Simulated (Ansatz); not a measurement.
# Cl-CC-Cl chair bilayer (AA) in a perpendicular field, part 3 of 4

What dipole does a perpendicular field induce in the Cl-CC-Cl chair bilayer (AA), and does the gap follow? A positive field points along +c.

Ansatz 0.2.0; plane-wave DFT, RPBE-D3(BJ), Ansatz PAW (the session's first sound run).

So far, gap along the path (eV): step 3 (single point, field 0) 1.17; step 4 (field 0.1 V/Å) 1.11; step 5 (field -0.1 V/Å) 1.11; step 6 (field 0.5 V/Å) 0.475; step 7 (field -0.3 V/Å) 0.866.

### Step 8. Response, atoms held

This step: plane-wave DFT, RPBE-D3(BJ), Ansatz PAW; response to a field along the normal, atoms held (Ansatz 0.2.0).

The dipoles give the slope, and the difference of two potentials shows where the field is screened.

This step gave:

| Quantity | Value |
| --- | --- |
| equivalent conductor thickness p/(ε₀AE) | 10.90 Å |
| distance between the outer atoms | 10.69 Å |

Dipole of the cell against applied field:

```
applied field (V/Å)  dipole of the cell (e·Å)
             -0.300                    -0.127
             -0.100                   -0.0423
              0.000                         0
              0.100                    0.0423
              0.500                     0.212
```

Local field over the applied field, running mean. From the potentials at -0.1 and 0.1 V/Å; running mean over 2.5 Å. Local field over applied field against z:

```
z (Å)  local field over applied field
  4.5                           1.000
  5.0                           0.999
  5.5                           0.997
  6.0                           0.988
  6.5                           0.959
  7.0                           0.878
  7.5                           0.719
  8.0                           0.530
  8.5                           0.355
  9.0                           0.212
  9.5                           0.126
 10.0                          0.0896
 10.5                           0.113
 11.0                           0.126
 11.5                           0.113
 12.0                          0.0883
 12.5                           0.123
 13.0                           0.194
 13.5                           0.285
 14.0                           0.334
 14.5                           0.339
 15.0                           0.311
 15.5                           0.229
 16.0                           0.146
 16.5                          0.0935
 17.0                           0.102
 17.5                           0.124
 18.0                           0.121
 18.5                          0.0960
 19.0                           0.104
 19.5                           0.173
 20.0                           0.295
 20.5                           0.462
 21.0                           0.647
 21.5                           0.826
 22.0                           0.937
 22.5                           0.980
 23.0                           0.994
 23.5                           0.998
 24.0                           1.000
 24.5                           1.000
```

The induced electron density oscillates, so the rows of the table below give means over windows of 0.5 Å about each position, cut where the curve ends. Its maxima inside the range that stand out by 2 % of the span (Å: e/Å³ per V/Å): 8.22: 0.00492, 9.41: -2.2e-4, 10.76: 0.00322, 11.95: 0.00113, 12.85: 0.00106, 15.09: 0.00430, 16.14: -2.9e-4, 17.48: 0.00314, 18.68: 0.00120, 19.57: 8.8e-4. Its minima: 9.12: -8.8e-4, 10.01: -0.00120, 11.21: -0.00314, 12.55: 2.9e-4, 13.60: -0.00430, 15.84: -0.00106, 16.74: -0.00113, 17.93: -0.00322, 19.28: 2.2e-4, 20.47: -0.00492.

Electrons, planar mean, per unit field. The induced electron density by z; means over each step:

z (Å), induced electron density (e/Å³ per V/Å) and a bar from the least value:
```
      4.5    0.00000 ################
      5.0    0.00000 ################
      5.5    0.00001 ################
      6.0    0.00005 ################
      6.5    0.00018 ################
      7.0    0.00059 ##################
      7.5    0.00179 ######################
      8.0    0.00408 ##############################
      8.5    0.00368 #############################
      9.0   -0.00001 ################
      9.5   -0.00041 ##############
     10.0   -0.00098 ############
     10.5    0.00132 ####################
     11.0   -0.00010 ###############
     11.5   -0.00117 ############
     12.0    0.00094 ###################
     12.5    0.00047 #################
     13.0    0.00002 ################
     13.5   -0.00355 ###
     14.0   -0.00270 ######
     14.5    0.00129 ####################
     15.0    0.00395 ##############################
     15.5    0.00131 ####################
     16.0   -0.00063 ##############
     16.5   -0.00074 #############
     17.0   -0.00013 ###############
     17.5    0.00182 ######################
     18.0   -0.00213 ########
     18.5    0.00066 ##################
     19.0    0.00061 ##################
     19.5    0.00052 ##################
     20.0   -0.00227 ########
     20.5   -0.00454 
     21.0   -0.00261 #######
     21.5   -0.00090 #############
     22.0   -0.00029 ###############
     22.5   -0.00008 ################
     23.0   -0.00002 ################
     23.5   -0.00001 ################
     24.0    0.00000 ################
     24.5    0.00000 ################
```

The smaller of the gaps on the path and on the k-mesh, counted as 0 under 0.03 eV. Gap against applied field:

```
applied field (V/Å)  gap (eV)
             -0.300     0.866
             -0.100      1.11
              0.000      1.17
              0.100      1.11
              0.500     0.475
```

By hand: between -0.1 and 0.1 V/Å the dipole changes by 0.08463 e·Å, a slope of 0.4232 e·Å²/V. A perfect conductor of thickness t has p = ε₀AEt, so t = 180.95 × 0.4232 / 7.027 = 10.90 Å (e/ε₀ = 180.95 V·Å, A in Å²).

The induced dipole is that of a conductor 10.90 Å thick.

### Step 9. Field on, atoms free, field 0.1 V/Å

This step: plane-wave DFT, RPBE-D3(BJ), Ansatz PAW (Ansatz 0.2.0).

Now the atoms may follow the field. A weak field makes forces of meV/Å to tens of meV/Å, so the force tolerance is set well below the usual one.

input.yaml

```yaml
crystal:
  lattice:
    - [2.8485099391, 0.0, 0.0]
    - [-1.4242549695, 2.4668819702, 0.0]
    - [0.0, 0.0, 28.6900578639]
  atoms:
    - { symbol: Cl, position: [0.6666666667, 0.3333333333, 0.31369752] }
    - { symbol: C, position: [0.6666666667, 0.3333333333, 0.3745769262] }
    - { symbol: C, position: [0.3333333333, 0.6666666667, 0.3917608156] }
    - { symbol: Cl, position: [0.3333333333, 0.6666666667, 0.4526791648] }
    - { symbol: Cl, position: [0.6666666667, 0.3333333333, 0.5473208352] }
    - { symbol: C, position: [0.6666666667, 0.3333333333, 0.6082391844] }
    - { symbol: C, position: [0.3333333333, 0.6666666667, 0.6254230738] }
    - { symbol: Cl, position: [0.3333333333, 0.6666666667, 0.68630248] }
kpoints:
  mp_grid: { grid: [18, 18, 1] }
hamiltonian:
  xc: rpbe
  dispersion: d3bj
scf:
  occupations: { method: fermi_dirac, width: 0.02585 }
  convergence: { dr2_threshold: 1.0e-10 }
efield:
  axis: 3
  dipole_correction: true
  ramp_position: 0.97
  ramp_width: 0.06
  amplitude: 0.1
relax:
  f_tol: 0.001
  max_steps: 60
output:
  write_potential: true
  write_density: true
  volumetric_format: npy
```

The run is started by

```console
$ ansatz run input.yaml --threads 4 --pin off --max-ram 6144MiB --backend cpu --events-out ev --progress --plain --runs-dir out
```

Numbers of over 12 decimals in the logs are rounded to 6 here.

What it wrote:

```text
[...]
Crystal: 8 atoms, lattice volume = 201.603 Å³
Basis set: ecut = 420 eV, 3947 PW (Γ), exchange–correlation on 40×40×384 points (8 copies of the dense FFT grid, shifted against one another)
Bands: 30, of which v1, the nominal top of the filled ones, is band 22 counted from 1 (21 counted from 0)
Symmetry: 6 space group operations
k-points: 37 of 324 (time reversal used)
[...]
SCF iter   1: F=—  HF=-5340.563956 eV  |F-HF|=—  |Δ(HF+E_count)|=         —  Δρ=4.40e-2  dr2=2.49e0  ethr=3.10e-3  p=0.050 e·Å  D=4.45e-2 V/Å  ΔV_dip=-1.28 eV  dr2_dipole=7.12e-4  V_vac-E_F(+/−)=5.37/4.03 eV  ⟨swp⟩=8.1  Hψ=5909  notcnv=0
[...]
SCF iter  12: F=-5340.080733 eV  HF=-5340.080733 eV  |F-HF|=3.09e-11  |Δ(HF+E_count)|=   1.06e-9  Δρ=1.53e-7  dr2=5.21e-11  ethr=1.00e-12  p=0.042 e·Å  D=3.80e-2 V/Å  ΔV_dip=-1.09 eV  dr2_dipole=9.67e-15  V_vac-E_F(+/−)=3.64/2.11 eV  ⟨swp⟩=6.6  Hψ=7040  notcnv=0
SCF 1 converged in 12 iterations: F = -5340.080733 eV  dr2 = 5.21e-11
[...]
relax step   1: F+E_penalty+E_count = -5340.08073266 eV  Δ(F+E_penalty+E_count) = +0.000e0 eV  max|allowed force component| = 2.057e-2 eV/Å  Δτ_max = 0.0000 Å  (12 SCF iters, accepted)
[...]
SCF iter   7: F=-5340.080752 eV  HF=-5340.080752 eV  |F-HF|=3.64e-12  |Δ(HF+E_count)|=  3.96e-10  Δρ=1.87e-7  dr2=9.21e-11  ethr=1.00e-12  p=0.043 e·Å  D=3.82e-2 V/Å  ΔV_dip=-1.10 eV  dr2_dipole=1.41e-12  V_vac-E_F(+/−)=3.64/2.11 eV  ⟨swp⟩=7.6  Hψ=6216  notcnv=0
SCF 2 converged in 7 iterations: F = -5340.080752 eV  dr2 = 9.21e-11
relax step   2: F+E_penalty+E_count = -5340.08075196 eV  Δ(F+E_penalty+E_count) = -1.930e-5 eV  max|allowed force component| = 1.212e-2 eV/Å  Δτ_max = 0.0007 Å  (7 SCF iters, accepted)
SCF iter   1: F=—  HF=-5340.080604 eV  |F-HF|=—  |Δ(HF+E_count)|=         —  Δρ=6.54e-5  dr2=1.16e-5  ethr=1.49e-7  p=0.043 e·Å  D=3.82e-2 V/Å  ΔV_dip=-1.10 eV  dr2_dipole=4.23e-6  V_vac-E_F(+/−)=3.64/2.11 eV  ⟨swp⟩=2.1  Hψ=2416  notcnv=0  defer=94
[...]
SCF iter   8: F=-5340.080760 eV  HF=-5340.080760 eV  |F-HF|=1.82e-11  |Δ(HF+E_count)|=  4.27e-11  Δρ=5.78e-8  dr2=5.45e-12  ethr=1.00e-12  p=0.043 e·Å  D=3.85e-2 V/Å  ΔV_dip=-1.10 eV  dr2_dipole=3.61e-15  V_vac-E_F(+/−)=3.64/2.12 eV  ⟨swp⟩=6.7  Hψ=5332  notcnv=0
SCF 3 converged in 8 iterations: F = -5340.080760 eV  dr2 = 5.45e-12
relax step   3: F+E_penalty+E_count = -5340.08076010 eV  Δ(F+E_penalty+E_count) = -8.138e-6 eV  max|allowed force component| = 2.176e-3 eV/Å  Δτ_max = 0.0006 Å  (8 SCF iters, accepted)
[...]
relax step   4: F+E_penalty+E_count = -5340.08076045 eV  Δ(F+E_penalty+E_count) = -3.545e-7 eV  max|allowed force component| = 1.023e-3 eV/Å  Δτ_max = 0.0003 Å  (6 SCF iters, accepted)
[...]
relax step   5: F+E_penalty+E_count = -5340.08075774 eV  Δ(F+E_penalty+E_count) = +2.716e-6 eV  max|allowed force component| = 6.596e-3 eV/Å  Δτ_max = 0.0002 Å  (6 SCF iters, rejected (line search))
SCF iter   1: F=—  HF=-5340.080605 eV  |F-HF|=—  |Δ(HF+E_count)|=         —  Δρ=2.29e-5  dr2=2.63e-6  ethr=5.06e-8  p=0.043 e·Å  D=3.83e-2 V/Å  ΔV_dip=-1.10 eV  dr2_dipole=1.20e-6  V_vac-E_F(+/−)=3.64/2.12 eV  ⟨swp⟩=2.9  Hψ=2590  notcnv=0  defer=94
[...]
SCF iter   6: F=-5340.080761 eV  HF=-5340.080761 eV  |F-HF|=6.37e-12  |Δ(HF+E_count)|=  4.23e-10  Δρ=1.59e-7  dr2=6.07e-11  ethr=1.00e-12  p=0.043 e·Å  D=3.85e-2 V/Å  ΔV_dip=-1.10 eV  dr2_dipole=4.20e-12  V_vac-E_F(+/−)=3.64/2.12 eV  ⟨swp⟩=7.7  Hψ=6160  notcnv=0
SCF 6 converged in 6 iterations: F = -5340.080761 eV  dr2 = 6.07e-11
relax step   6: F+E_penalty+E_count = -5340.08076052 eV  Δ(F+E_penalty+E_count) = -7.004e-8 eV  max|allowed force component| = 5.522e-5 eV/Å  Δτ_max = 0.0001 Å  (6 SCF iters, accepted)
[...]
the band table was solved once a step of the walk had ended and its energy, with any forces and stress, was formed, with the checks that follow a solve (7182 applications of the Hamiltonian). They found nothing against the state; the energy, forces and stress were not computed again (output.eigenvalues in the input reference)
SCF converged after 6 iterations
Free energy (F): -5340.080761 eV
[...]
Internal energy: -5340.080761 eV  (E = F + TS)
E sigma→0 (E₀):  -5340.080761 eV
Fermi energy:    3.249220 eV
Dipole field:    D = 0.038474 V/Å  (p = 0.042865 e·Å, saw-weighted, corrected)
Work function:   not extracted (applied field tilts the vacuum); planar V_es + V_field profile in the machine report
[...]
--- Forces (eV/Å), atoms counted from 1 ---
  atom   1  Cl    -0.00000000    -0.00000000     0.00002737
  atom   2  C      0.00000000     0.00000000    -0.00001746
  atom   3  C     -0.00000000    -0.00000000    -0.00000897
  atom   4  Cl     0.00000000     0.00000000    -0.00002730
  atom   5  Cl    -0.00000000    -0.00000000     0.00005337
  atom   6  C      0.00000000     0.00000000    -0.00005402
  atom   7  C      0.00000000     0.00000000     0.00005441
  atom   8  Cl     0.00000000     0.00000000    -0.00003391
  max |Σ_I F_I| component: 6.51e-6 eV/Å
--- Band table (eV; the first three rows and the last of 37) ---
  k-point 0: bands = [... 18 lower, 2.5349, 2.5349, 2.6804, 2.6804, 3.7990, 4.3005, 4.5634, 4.7606, ... 4 higher]
  k-point 1: bands = [... 18 lower, 2.2901, 2.4419, 2.4823, 2.6327, 3.8677, 4.4332, 4.7585, 4.9242, ... 4 higher]
  k-point 2: bands = [... 18 lower, 1.6406, 1.8046, 2.3351, 2.4977, 4.0402, 4.6403, 5.1179, 5.2672, ... 4 higher]
  k-point 36: bands = [... 18 lower, -1.9939, -1.8480, -1.8223, -1.6577, 6.2874, 6.3147, 6.8803, 6.9463, ... 4 higher]
--- Relaxed structure (6 steps of the walk, 5 accepted, 0 SCFs on fresh bases) ---
  F+E_penalty+E_count = -5340.08076052 eV   max|allowed force component| = 5.522e-5 eV/Å
  atoms:
    - { symbol: Cl, position: [0.666667, 0.333333, 0.313697] }
    - { symbol: C, position: [0.666667, 0.333333, 0.374604] }
    - { symbol: C, position: [0.333333, 0.666667, 0.391784] }
    - { symbol: Cl, position: [0.333333, 0.666667, 0.452678] }
    - { symbol: Cl, position: [0.666667, 0.333333, 0.547299] }
    - { symbol: C, position: [0.666667, 0.333333, 0.608241] }
    - { symbol: C, position: [0.333333, 0.666667, 0.625424] }
    - { symbol: Cl, position: [0.333333, 0.666667, 0.686274] }
```

It took 28 s on 4 threads of Arm Neoverse V1, shared host; peak memory 0.53 GiB; 1.8 min of CPU time.

No atom moved by 0.005 Å in the relaxation.

Numbers from this step:

```
gap on the k-mesh       : 1.119 eV
dipole along the normal : 0.04286 e·Å
```

The relaxation took 6 steps and lowered the energy by 2.8e-5 eV; the largest force on the free atoms ends at 5.5e-5 eV/Å.

The dipole is 0.0429 e·Å, and the gap on the mesh 1.119 eV.

### Step 10. Field on, atoms free, field -0.1 V/Å

The opposite sign, again from the field-free geometry; the difference of the two cancels what relaxes without a field.

Changes to input.yaml since step 9:

```diff
@@ -27,3 +27,3 @@
   ramp_width: 0.06
-  amplitude: 0.1
+  amplitude: -0.1
 relax:
```

What it wrote:

```text
[...]
Crystal: 8 atoms, lattice volume = 201.603 Å³
Basis set: ecut = 420 eV, 3947 PW (Γ), exchange–correlation on 40×40×384 points (8 copies of the dense FFT grid, shifted against one another)
Bands: 30, of which v1, the nominal top of the filled ones, is band 22 counted from 1 (21 counted from 0)
Symmetry: 6 space group operations
k-points: 37 of 324 (time reversal used)
[...]
atoms:
    - { symbol: Cl, position: [0.666667, 0.333333, 0.313726] }
    - { symbol: C, position: [0.666667, 0.333333, 0.374576] }
    - { symbol: C, position: [0.333333, 0.666667, 0.391759] }
    - { symbol: Cl, position: [0.333333, 0.666667, 0.452701] }
    - { symbol: Cl, position: [0.666667, 0.333333, 0.547322] }
    - { symbol: C, position: [0.666667, 0.333333, 0.608216] }
    - { symbol: C, position: [0.333333, 0.666667, 0.625396] }
    - { symbol: Cl, position: [0.333333, 0.666667, 0.686303] }
[key lines of the parts left out:]
SCF converged after 6 iterations
Free energy (F): -5340.080761 eV
Fermi energy:    3.249220 eV
Dipole field:    D = -0.038474 V/Å  (p = -0.042865 e·Å, saw-weighted, corrected)
```

Elapsed: 28 s, on 4 threads; peak memory 0.53 GiB; 1.8 min of CPU time.

No atom moved by 0.005 Å in the relaxation.

This step gave:

```yaml
dipole_along_the_normal: -0.04286 e·Å
```

The relaxation took 6 steps and lowered the energy by 2.8e-5 eV; the largest force on the free atoms ends at 5.5e-5 eV/Å.

The dipole is -0.0429 e·Å, and the gap on the mesh 1.119 eV.

### Step 11. Response, atoms relaxed

This step: plane-wave DFT, RPBE-D3(BJ), Ansatz PAW; response to a field along the normal, atoms relaxed (Ansatz 0.2.0).

The same analysis on the two relaxed runs holds the ionic part too; their mesh is coarser, so small differences from the held value can come from that.

This step gave:

```yaml
equivalent_conductor_thickness_p_eps_0ae: 11.04 Å
```

Table of dipole of the cell by applied field:

```
applied field (V/Å)  dipole of the cell (e·Å)
            -0.1000                   -0.0429
             0.1000                    0.0429
```

Local field over the applied field, running mean. From the potentials at -0.1 and 0.1 V/Å; running mean over 2.5 Å. Table of local field over applied field by z:

z (Å), local field over applied field and a bar:
```
      4.5      1.000 ##############################
      5.0      0.999 ##############################
      5.5      0.996 ##############################
      6.0      0.987 ##############################
      6.5      0.955 #############################
      7.0      0.851 #########################
      7.5      0.702 #####################
      8.0      0.553 ################
      8.5      0.390 ###########
      9.0      0.247 #######
      9.5      0.162 ####
     10.0      0.060 #
     10.5      0.032 
     11.0      0.032 
     11.5      0.034 
     12.0      0.063 #
     12.5      0.160 ####
     13.0      0.226 ######
     13.5      0.305 ########
     14.0      0.331 #########
     14.5      0.332 #########
     15.0      0.324 #########
     15.5      0.252 #######
     16.0      0.185 #####
     16.5      0.100 ##
     17.0      0.036 
     17.5      0.037 
     18.0      0.033 
     18.5      0.041 
     19.0      0.124 ###
     19.5      0.212 ######
     20.0      0.322 #########
     20.5      0.497 ##############
     21.0      0.645 ###################
     21.5      0.793 ########################
     22.0      0.928 ############################
     22.5      0.979 #############################
     23.0      0.994 ##############################
     23.5      0.998 ##############################
     24.0      1.000 ##############################
     24.5      1.000 ##############################
```

Electrons, planar mean, per unit field. Table of induced electron density by z:

z (Å), induced electron density (e/Å³ per V/Å) and a bar from the least value:
```
      4.5    0.00000 ###############
      5.0    0.00000 ###############
      5.5    0.00001 ###############
      6.0    0.00005 ###############
      6.5    0.00018 ################
      7.0    0.00060 ################
      7.5    0.00202 ###################
      8.0    0.00598 ###########################
      8.5    0.00752 ##############################
      9.0   -0.00055 ##############
      9.5   -0.00377 ########
     10.0   -0.00484 ######
     10.5   -0.00230 ###########
     11.0    0.00004 ###############
     11.5    0.00245 ####################
     12.0    0.00428 ########################
     12.5    0.00314 #####################
     13.0    0.00061 #################
     13.5   -0.00675 ##
     14.0   -0.00413 #######
     14.5    0.00183 ###################
     15.0    0.00717 #############################
     15.5    0.00205 ###################
     16.0   -0.00216 ###########
     16.5   -0.00412 #######
     17.0   -0.00391 ########
     17.5    0.00038 ################
     18.0    0.00017 ################
     18.5    0.00458 ########################
     19.0    0.00468 ########################
     19.5    0.00175 ###################
     20.0   -0.00423 #######
     20.5   -0.00784 
     21.0   -0.00319 #########
     21.5   -0.00094 #############
     22.0   -0.00028 ###############
     22.5   -0.00008 ###############
     23.0   -0.00002 ###############
     23.5   -0.00001 ###############
     24.0    0.00000 ###############
     24.5    0.00000 ###############
```

The induced dipole is that of a conductor 11.04 Å thick.

(Continued in part 4 of 4.)

[Logs are printed without paths, hosts, clocks, repeated set-up lines and the standing remarks that a program may print on its own settings, such as how far it seeks lower states.]

[Hosts, paths, dates, database ids (printed as entryN), source tags and the programs' standing remarks are cut or masked in the printed files.]

[Maps of the electrostatic potential energy from Ansatz leave out the sawtooth potential of an applied field or a dipole correction, so their vacuum need not be flat; planar profiles and work functions include it.]
